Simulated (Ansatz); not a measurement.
## BeRu, from a guessed structure to a relaxed one

This structure for BeRu is made up. Its elements were placed in a known structure type with a cell scaled to their sizes. What cell does the guess relax to, and how far off was it?

Program: Ansatz 0.2.0. Level of theory: DFT, PBE, plane-wave PAW, files of the set soft_1, scalar-relativistic, no spin, cell and ions relaxed at zero pressure; PAW set soft_1, in the first sound run; inputs show where later runs differ. Results are calculated unless marked as measured.

## (1) The starting structure

It takes space group P4/nmm (No. 129, tetragonal). Conventional cell: a = 2.377 Å, b = 2.377 Å, c = 7.028 Å, α = 90.00°, β = 90.00°, γ = 90.00°. Nearest to Ru lie 8 Ru at 2.38 to 2.48 Å and 4 Be at 2.42 Å. Nearest to Be lie 8 Be at 2.38 to 2.40 Å and 4 Ru at 2.42 Å. Farther neighbours are not listed.

## (2) Relaxing cell and atoms

The guess takes its coordinates from another compound and its volume from a rule, so the cell and any free coordinates are relaxed together.

input.yaml

```yaml
crystal:
  lattice:
    - [2.377, 0.0, 0.0]
    - [0.0, 2.377, 0.0]
    - [0.0, 0.0, 7.028]
  atoms:
    - { symbol: Ru, position: [0.5, 0.0, 0.1296] }
    - { symbol: Ru, position: [0.0, 0.5, 0.8704] }
    - { symbol: Be, position: [0.5, 0.0, 0.6217] }
    - { symbol: Be, position: [0.0, 0.5, 0.3783] }
kpoints:
  mp_grid: { grid: [11, 11, 4] }
scf:
  occupations: { method: fermi_dirac, width: 0.05 }
hamiltonian:
  xc: pbe
  pseudopotentials: { kind: paw, azcp: { folder: soft_1 } }
relax:
  f_tol: 0.015
  max_steps: 70
  cell: {}
output:
  forces: true
  stress: true
```

Launch:

```sh
$ ansatz run input.yaml --threads 4 --pin off --max-ram 8192MiB --backend cpu --events-out ev --progress --plain --runs-dir out
```

Numbers of over 12 decimals in the logs are rounded to 6 here.

Log:

```text
Engine: ansatz 0.2.0, aarch64-unknown-linux-gnu
Pseudopotentials: kind: paw
Pseudopotential: Ru, paw, valence charge 16, recommended cutoff 420 eV (normal), soft_1/Ru.paw.azcp
Pseudopotential: Be, paw, valence charge 2, recommended cutoff 420 eV (normal), soft_1/Be.paw.azcp
Functional definition: PBE
  parameter kappa = 0.804
  parameter beta = 0.066725
  exchange = pbe_x(kappa = kappa, mu = beta*pi^2/3)
  correlation = pbe_c(beta = beta)
Crystal: 4 atoms, lattice volume = 39.709 Å³
Basis set: ecut = 420 eV, 755 PW (Γ), exchange–correlation on 32×32×96 points (8 copies of the dense FFT grid, shifted against one another)
Bands: 22, of which v1, the nominal top of the filled ones, is band 18 counted from 1 (17 counted from 0)
Symmetry: 16 space group operations
Space group: P4/nmm (ITA 129), of the structure as read, at distance tolerance 3.4e-5 Å
k-points: 63 of 484
Non-local potential: Ru, projectors of the file, l = 0: 3, l = 1: 2, l = 2: 2, l = 3: 1
Non-local potential: Be, projectors of the file, l = 0: 2, l = 1: 2, l = 2: 1
PAW form: soft (Blöchl's): semilocal exchange-correlation on the pseudo side does not see the compensation charge
PAW one-centre angular grid: Ru, 590 points (default); XC on 64 Gauss nodes
PAW one-centre angular grid: Be, 110 points (default); XC on 64 Gauss nodes
Initial density: superposition of atomic densities (chi_scale 0.1, normalization cell, long waves kept (reshape's long-wave potential 0.38 eV rms))
Initial wavefunctions: pseudopotential atomic-orbital guess
Functional: x = pbe(κ = 0.804, μ = 0.219515), c = pbe(β = 0.066725)
SCF iter   1: F=—  HF=-11944.304837 eV  |F-HF|=—  |Δ(HF+E_count)|=         —  Δρ=1.47e-1  dr2=2.81e1  ethr=3.10e-3  ⟨swp⟩=5.8  Hψ=6248  notcnv=0
preconditioner: auto → Kerker (q_TF=auto, 2.684 Å⁻¹)  [metal: Δε(μ)=0.006 eV  Ē_g=6.467 eV  σ=0.050 eV  W_gap=0.03  n_scr=10 (ndim 8)  ℏωp=26.4 eV  f_vac=0.000  D(μ)=2.20/eV (n_scr^D=18)]
SCF iter   2: F=—  HF=-11941.533964 eV  |F-HF|=—  |Δ(HF+E_count)|=    2.77e0  Δρ=6.61e-2  dr2=6.98e0  ethr=3.10e-3  ⟨swp⟩=2.0  Hψ=3023  notcnv=0
SCF iter   3: F=—  HF=-11940.769406 eV  |F-HF|=—  |Δ(HF+E_count)|=   7.65e-1  Δρ=1.16e-2  dr2=1.48e-1  ethr=3.10e-3  ⟨swp⟩=2.5  Hψ=2559  notcnv=0  defer=1
SCF iter   4: F=—  HF=-11940.748826 eV  |F-HF|=—  |Δ(HF+E_count)|=   2.06e-2  Δρ=1.77e-3  dr2=4.28e-3  ethr=4.12e-4  ⟨swp⟩=3.0  Hψ=2875  notcnv=0  defer=2
SCF iter   5: F=—  HF=-11940.748518 eV  |F-HF|=—  |Δ(HF+E_count)|=   3.08e-4  Δρ=6.27e-4  dr2=1.31e-4  ethr=1.19e-5  ⟨swp⟩=1.6  Hψ=1509  notcnv=0  defer=2
SCF iter   6: F=—  HF=-11940.748487 eV  |F-HF|=—  |Δ(HF+E_count)|=   3.13e-5  Δρ=1.07e-4  dr2=5.35e-6  ethr=3.64e-7  ⟨swp⟩=2.6  Hψ=2330  notcnv=0  defer=2
SCF iter   7: F=—  HF=-11940.748582 eV  |F-HF|=—  |Δ(HF+E_count)|=   9.44e-5  Δρ=2.13e-5  dr2=3.39e-7  ethr=1.49e-8  ⟨swp⟩=2.1  Hψ=2056  notcnv=0  defer=2
SCF iter   8: F=-11940.748581 eV  HF=-11940.748581 eV  |F-HF|=4.71e-9  |Δ(HF+E_count)|=   4.26e-8  Δρ=5.31e-6  dr2=8.60e-9  ethr=2.78e-10  ⟨swp⟩=4.0  Hψ=4530  notcnv=0
SCF 1 converged in 8 iterations: F = -11940.748581 eV  dr2 = 8.60e-9
  greatest PAW one-centre occupation: 1.000 electrons in one spin orbital (limit 2), on the Ru atom at site 1 (counted from 0), in its partial waves of l = 0
relax step   1: F+E_penalty+E_count = -11940.74858148 eV  Δ(F+E_penalty+E_count) = +0.000e0 eV  max|allowed force component| = 3.122e0 eV/Å  Δτ_max = 0.0000 Å  P = +65.727 GPa  Ω = 39.709 Å³  (8 SCF iters, dr2 threshold 1.00e-7 eV, accepted)
Crystal: 4 atoms, lattice volume = 43.883 Å³
Basis set: ecut = 420 eV, 839 PW (Γ), exchange–correlation on 32×32×96 points (8 copies of the dense FFT grid, shifted against one another)
Initial density: handed on by an earlier stage of this run
Initial wavefunctions: those handed on with the density
iter 1 solved again at ethr=5.87e-4 eV; its pass at ethr=3.10e-3 eV (dr2=2.11e-1 eV) is discarded
SCF iter   1: F=—  HF=-11942.328002 eV  |F-HF|=—  |Δ(HF+E_count)|=         —  Δρ=1.12e-2  dr2=2.11e-1  ethr=5.87e-4  ⟨swp⟩=1.0  Hψ=7605  notcnv=0
preconditioner: auto → none  [metal: Δε(μ)=0.031 eV  Ē_g=5.572 eV  σ=0.050 eV  W_gap=0.15  n_scr=8 (ndim 8)  ℏωp=25.1 eV  f_vac=0.000  D(μ)=1.61/eV (n_scr^D=8)]
SCF iter   2: F=—  HF=-11942.315901 eV  |F-HF|=—  |Δ(HF+E_count)|=   1.21e-2  Δρ=5.27e-3  dr2=5.18e-2  ethr=5.86e-4  ⟨swp⟩=2.0  Hψ=2078  notcnv=0
SCF iter   3: F=—  HF=-11942.309759 eV  |F-HF|=—  |Δ(HF+E_count)|=   6.14e-3  Δρ=2.87e-3  dr2=1.82e-3  ethr=1.44e-4  ⟨swp⟩=2.0  Hψ=2078  notcnv=0
SCF iter   4: F=—  HF=-11942.310244 eV  |F-HF|=—  |Δ(HF+E_count)|=   4.85e-4  Δρ=7.85e-4  dr2=1.06e-4  ethr=5.07e-6  ⟨swp⟩=2.3  Hψ=1945  notcnv=0
SCF iter   5: F=—  HF=-11942.310245 eV  |F-HF|=—  |Δ(HF+E_count)|=   1.44e-6  Δρ=1.35e-4  dr2=2.69e-6  ethr=2.93e-7  ⟨swp⟩=2.3  Hψ=2091  notcnv=0
SCF iter   6: F=-11942.310247 eV  HF=-11942.310247 eV  |F-HF|=1.66e-7  |Δ(HF+E_count)|=   1.49e-6  Δρ=2.65e-5  dr2=2.58e-7  ethr=1.11e-9  ⟨swp⟩=4.0  Hψ=5009  notcnv=0
SCF 2 converged in 6 iterations: F = -11942.310247 eV  dr2 = 2.58e-7
relax step   2: F+E_penalty+E_count = -11942.31024677 eV  Δ(F+E_penalty+E_count) = -1.562e0 eV  max|allowed force component| = 6.173e-1 eV/Å  Δτ_max = 0.0472 Å  P = +18.701 GPa  Ω = 43.883 Å³  energy of the carried Pulay correction = -7.500e-3 eV  (6 SCF iters, dr2 threshold 4.00e-7 eV, accepted)
Crystal: 4 atoms, lattice volume = 44.947 Å³
Basis set: ecut = 420 eV, 891 PW (Γ), exchange–correlation on 32×32×96 points (8 copies of the dense FFT grid, shifted against one another)
iter 1 solved again at ethr=6.93e-5 eV; its pass at ethr=3.10e-3 eV (dr2=2.50e-2 eV) is discarded
SCF iter   1: F=—  HF=-11942.970998 eV  |F-HF|=—  |Δ(HF+E_count)|=         —  Δρ=8.17e-3  dr2=2.38e-2  ethr=6.93e-5  ⟨swp⟩=1.0  Hψ=8168  notcnv=0
preconditioner: auto → Kerker (q_TF=auto, 2.629 Å⁻¹)  [metal: Δε(μ)=0.037 eV  Ē_g=5.344 eV  σ=0.050 eV  W_gap=0.18  n_scr=16 (ndim 8)  ℏωp=24.8 eV  f_vac=0.000  D(μ)=2.17/eV (n_scr^D=18)]
SCF iter   2: F=—  HF=-11942.968563 eV  |F-HF|=—  |Δ(HF+E_count)|=   2.44e-3  Δρ=4.26e-3  dr2=6.58e-3  ethr=6.60e-5  ⟨swp⟩=1.0  Hψ=1389  notcnv=0
SCF iter   3: F=—  HF=-11942.968077 eV  |F-HF|=—  |Δ(HF+E_count)|=   4.86e-4  Δρ=7.50e-4  dr2=3.29e-4  ethr=1.83e-5  ⟨swp⟩=2.1  Hψ=1949  notcnv=0
SCF iter   4: F=—  HF=-11942.967911 eV  |F-HF|=—  |Δ(HF+E_count)|=   1.66e-4  Δρ=1.31e-4  dr2=1.50e-5  ethr=9.13e-7  ⟨swp⟩=1.4  Hψ=1512  notcnv=0
SCF iter   5: F=—  HF=-11942.967909 eV  |F-HF|=—  |Δ(HF+E_count)|=   2.58e-6  Δρ=2.37e-5  dr2=6.29e-7  ethr=4.17e-8  ⟨swp⟩=2.3  Hψ=1894  notcnv=0
[...]
relax step   7: F+E_penalty+E_count = -11943.81387065 eV  Δ(F+E_penalty+E_count) = +5.872e-3 eV  max|allowed force component| = 5.756e-2 eV/Å  Δτ_max = 0.0131 Å  P = -3.116 GPa  Ω = 43.757 Å³  energy of the carried Pulay correction = -7.284e-3 eV  (6 SCF iters, dr2 threshold 4.00e-7 eV, rejected (line search))
relax step   8: F+E_penalty+E_count = -11943.82355068 eV  Δ(F+E_penalty+E_count) = -3.808e-3 eV  max|allowed force component| = 2.031e-2 eV/Å  Δτ_max = 0.0037 Å  P = -0.095 GPa  Ω = 43.217 Å³  energy of the carried Pulay correction = -6.355e-3 eV  (8 SCF iters, accepted)
relax step   9: F+E_penalty+E_count = -11943.82362031 eV  Δ(F+E_penalty+E_count) = -6.963e-5 eV  max|allowed force component| = 3.103e-3 eV/Å  Δτ_max = 0.0011 Å  P = +0.021 GPa  Ω = 43.195 Å³  energy of the carried Pulay correction = -6.316e-3 eV  (6 SCF iters, dr2 threshold 4.15e-8 eV, accepted)
relax step  10: F+E_penalty+E_count = -11943.88557086 eV  Δ(F+E_penalty+E_count) = -6.195e-2 eV  max|allowed force component| = 1.162e-2 eV/Å  Δτ_max = 0.0000 Å  P = +1.662 GPa  Ω = 43.195 Å³  stress off target by 2.57e0 GPa  SCF on the basis re-selected at this cell (its energy is not comparable with the rows above)  (7 SCF iters)
relax step  11: F+E_penalty+E_count = -11943.88997139 eV  Δ(F+E_penalty+E_count) = -4.401e-3 eV  max|allowed force component| = 2.828e-2 eV/Å  Δτ_max = 0.0041 Å  P = +0.330 GPa  Ω = 43.472 Å³  energy of the carried Pulay correction = -3.197e-4 eV  (6 SCF iters, dr2 threshold 4.00e-7 eV, accepted)
relax step  12: F+E_penalty+E_count = -11943.89002024 eV  Δ(F+E_penalty+E_count) = -4.885e-5 eV  max|allowed force component| = 2.355e-3 eV/Å  Δτ_max = 0.0009 Å  P = -0.017 GPa  Ω = 43.528 Å³  energy of the carried Pulay correction = -3.861e-4 eV  (6 SCF iters, dr2 threshold 4.00e-7 eV, accepted)
relax step  13: F+E_penalty+E_count = -11943.89040075 eV  Δ(F+E_penalty+E_count) = -3.805e-4 eV  max|allowed force component| = 2.137e-3 eV/Å  Δτ_max = 0.0000 Å  P = -0.018 GPa  Ω = 43.528 Å³  stress off target by 6.18e-2 GPa  SCF on the basis re-selected at this cell (its energy is not comparable with the rows above)  (9 SCF iters)
relax step  14: F+E_penalty+E_count = -11943.89041060 eV  Δ(F+E_penalty+E_count) = -9.842e-6 eV  max|allowed force component| = 8.763e-4 eV/Å  Δτ_max = 0.0002 Å  P = +0.014 GPa  Ω = 43.521 Å³  energy of the carried Pulay correction = +7.868e-6 eV  (6 SCF iters, dr2 threshold 9.54e-9 eV, accepted)
iter 1 solved again at ethr=9.24e-8 eV; its pass at ethr=3.10e-3 eV (dr2=3.32e-5 eV) is discarded
SCF iter   1: F=—  HF=-11943.890377 eV  |F-HF|=—  |Δ(HF+E_count)|=         —  Δρ=3.04e-6  dr2=8.50e-9  ethr=9.24e-8  ⟨swp⟩=2.9  Hψ=9433  notcnv=0
eigensolver tolerance schedule: the retry pair's looser diagonalisation over-reported the residual by 3910.77 of it (diagonalisation noise at 0.13 of the residual, at the tolerance the schedule requests for it); recorded, not acted on — ethr = c·dr2/N_el stays at c = 1.0e-1
SCF iter   2: F=—  HF=-11943.890400 eV  |F-HF|=—  |Δ(HF+E_count)|=   2.27e-5  Δρ=1.53e-6  dr2=1.92e-9  ethr=2.36e-11  ⟨swp⟩=2.4  Hψ=2646  notcnv=0
SCF iter   3: F=—  HF=-11943.890400 eV  |F-HF|=—  |Δ(HF+E_count)|=  4.37e-11  Δρ=1.00e-6  dr2=8.70e-10  ethr=5.32e-12  ⟨swp⟩=1.0  Hψ=1386  notcnv=0
SCF iter   4: F=—  HF=-11943.890400 eV  |F-HF|=—  |Δ(HF+E_count)|=  1.82e-12  Δρ=3.81e-7  dr2=1.61e-10  ethr=2.42e-12  ⟨swp⟩=1.1  Hψ=1395  notcnv=0
SCF iter   5: F=—  HF=-11943.890400 eV  |F-HF|=—  |Δ(HF+E_count)|=  5.46e-12  Δρ=2.10e-7  dr2=5.25e-11  ethr=1.00e-12  ⟨swp⟩=1.0  Hψ=1386  notcnv=0
iter 6 did not close the SCF: its close was put off for the readings that it lacked (scf_convergence_deferred on its scf_iter line)
SCF iter   6: F=-11943.890400 eV  HF=-11943.890400 eV  |F-HF|=1.46e-11  |Δ(HF+E_count)|=    0.00e0  Δρ=1.23e-7  dr2=1.73e-11  ethr=1.00e-12  ⟨swp⟩=1.0  Hψ=1386  notcnv=0
iter 7 did not close the SCF: its close was put off for the readings that it lacked (scf_convergence_deferred on its scf_iter line)
SCF iter   7: F=-11943.890400 eV  HF=-11943.890400 eV  |F-HF|=0.00e0  |Δ(HF+E_count)|=  5.46e-12  Δρ=4.63e-8  dr2=2.43e-12  ethr=1.00e-12  ⟨swp⟩=1.0  Hψ=1386  notcnv=0
iter 8 did not close the SCF: its close was put off for the readings that it lacked (scf_convergence_deferred on its scf_iter line)
SCF iter   8: F=-11943.890400 eV  HF=-11943.890400 eV  |F-HF|=3.64e-12  |Δ(HF+E_count)|=  1.82e-12  Δρ=1.86e-8  dr2=3.92e-13  ethr=1.00e-12  ⟨swp⟩=1.0  Hψ=1386  notcnv=0
iter 9 did not close the SCF: its close was put off for the readings that it lacked (scf_convergence_deferred on its scf_iter line)
SCF iter   9: F=-11943.890400 eV  HF=-11943.890400 eV  |F-HF|=5.46e-12  |Δ(HF+E_count)|=  3.64e-12  Δρ=6.70e-10  dr2=3.74e-16  ethr=1.00e-12  ⟨swp⟩=1.0  Hψ=1386  notcnv=0
SCF iter  10: F=-11943.890400 eV  HF=-11943.890400 eV  |F-HF|=3.64e-12  |Δ(HF+E_count)|=  3.64e-12  Δρ=3.67e-10  dr2=1.04e-16  ethr=1.00e-12  ⟨swp⟩=1.0  Hψ=3024  notcnv=0
SCF 15 converged in 10 iterations: F = -11943.890400 eV  dr2 = 1.04e-16
relax step  15: F+E_penalty+E_count = -11943.89040018 eV  Δ(F+E_penalty+E_count) = +1.041e-5 eV  max|allowed force component| = 8.737e-4 eV/Å  Δτ_max = 0.0000 Å  P = +0.014 GPa  Ω = 43.521 Å³  stress off target by 2.53e-2 GPa  SCF on the basis re-selected at this cell (its energy is not comparable with the rows above)  (10 SCF iters)
basis re-selected at this cell: Δ(F+E_penalty+E_count) = +1.041e-5 eV, ΔP = -0.000 GPa vs the last step (what re-selecting the basis moved, of the pressure what is left beyond the Pulay correction that the steps carried, after the strain that the cell walked since its last selection, with what the two solves' SCF thresholds leave and, on support functions, any second-order correction that the steps lacked; it is no m [...]
SCF converged after 10 iterations
Free energy (F): -11943.890400 eV
Harris-Foulkes:  -11943.890400 eV  (|F-HF|=3.64e-12)
Internal energy: -11943.875153 eV  (E = F + TS)
E sigma→0 (E₀):  -11943.882777 eV
Entropy (-TS):   -0.015247 eV (-3.812 meV/atom)
Fermi energy:    17.221123 eV
--- Per-component energies (eV) ---
  E_band       = -254.364777
  E_kinetic    = 962.129618
  E_local      = -4041.756254  (includes V_loc(G=0)·N_el)
  E_nonlocal   = 832.605552
  E_hartree    = 1519.956838
  E_xc         = -381.066126
  E_vxc        = -471.709156  (∫ρ·V_xc dr)
  E_paw        = -7121.080594  (= ΣΔE_a)
  E_vpaw       = -575.549493  (= ΣTr[D̂ρ^β])
  E_aug_tail   = 0.001279  (compensation charges beyond the density's cutoff)
  E_ewald      = -3714.665466
  E_smearing   = -0.015247  (= −TS)
  E_closure    = -0.000000  (closes the sum)
  Σ components = -11943.890400   (vs F -11943.890400, Δ=0.00e0)
--- Forces (eV/Å), atoms counted from 1 ---
  atom   1  Ru     0.00000000     0.00000000    -0.00087367
  atom   2  Ru     0.00000000     0.00000000     0.00087367
  atom   3  Be     0.00000000     0.00000000    -0.00038852
  atom   4  Be     0.00000000     0.00000000     0.00038852
  max |Σ_I F_I| component: 5.42e-20 eV/Å
--- Stress (GPa, compression-positive) ---
        0.008872       0.000000       0.000000
        0.000000       0.008872       0.000000
        0.000000       0.000000       0.025285
  P = ⅓ Tr σ = 0.0143 GPa (0.143 kbar)
--- Relaxed structure (12 steps of the walk, 11 accepted, 3 SCFs on fresh bases) ---
  F+E_penalty+E_count = -11943.89040018 eV   max|allowed force component| = 8.737e-4 eV/Å   (the final SCF, on the basis selected at the relaxed cell)
  cell:  # Å, volume = 43.5206 Å³
    - [2.776452, 0, 0.0]
    - [0, 2.776452, 0.0]
    - [0.0, 0.0, 5.645653]
  atoms:
    - { symbol: Ru, position: [0.500000, 0, 0.151629] }
    - { symbol: Ru, position: [0, 0.500000, 0.848371] }
    - { symbol: Be, position: [0.500000, 0, 0.593615] }
    - { symbol: Be, position: [0, 0.500000, 0.406385] }
```

Wall time 9.3 s (4 threads of Arm Neoverse V2, shared host); peak memory 0.37 GiB.

Relaxation path:

```tsv
step	energy less that of the first step (eV)	largest force component (eV/Å)	pressure (GPa)	volume (Å³)
1	0.0000	3.1223	65.73	39.71
2	-1.5617	0.6173	18.70	43.88
3	-2.2193	0.4260	4.77	44.95
4	-2.6329	0.2221	0.96	44.60
5	-2.9272	0.3101	1.10	43.72
6	-3.0712	0.0080	2.56	42.78
7	-3.0653	0.0576	-3.12	43.76
8	-3.0750	0.0203	-0.10	43.22
9	-3.0750	0.0031	0.02	43.20
10*	-3.1370	0.0116	1.66	43.20
11	-3.1414	0.0283	0.33	43.47
12	-3.1414	0.0024	-0.02	43.53
13*	-3.1418	0.0021	-0.02	43.53
14	-3.1418	0.0009	0.01	43.52
15*	-3.1418	0.0009	0.01	43.52
```

Relaxation steps marked * repeat the geometry before them on a plane-wave basis chosen anew for their cell, so energy and pressure can jump there. Relaxation step 7 was tried and not accepted.

The run keeps the 16 symmetry operations that it works with, so distortions that break them were not tested.

```tsv
cell as run	before	after	change
a (Å)	2.377	2.776	+16.8 %
b (Å)	2.377	2.776	+16.8 %
c (Å)	7.028	5.646	-19.7 %
volume (Å³/atom)	9.93	10.88	+9.6 %
```

The atoms that moved most (Å, as changes of fractional coordinates times the final cell):

```tsv
atom	dx	dy	dz	length
Be4	0.000	0.000	0.159	0.159
Be3	0.000	0.000	-0.159	0.159
Ru2	0.000	0.000	-0.124	0.124
Ru1	0.000	0.000	0.124	0.124
```

This step gave:

| Quantity | Value |
| --- | --- |
| free energy | -11943.8904 eV |
| energy at zero smearing | -11943.8828 eV |
| smearing term TS | 0.01525 eV |
| Fermi energy | 17.22 eV |
| electrons | 36 |
| symmetry operations | 16 |
| pressure | 0.01434 GPa |

Shortest distances by pair of elements, guess and relaxed (not always the same contact):

```tsv
pair	guess (Å)	relaxed (Å)
Be–Be	2.377	2.230
Be–Ru	2.425	2.434
Ru–Ru	2.377	2.605
```

The relaxation ends with a largest force component of 8.7e-4 eV/Å and a pressure of 0.01 GPa.

(Continued in part 2 of 2.)

[Logs are printed without paths, hosts, clocks, repeated set-up lines and the standing remarks that a program may print on its own settings, such as how far it seeks lower states.]

[Hosts, paths, dates, database ids (printed as entryN), source tags and the programs' standing remarks are cut or masked in the printed files.]
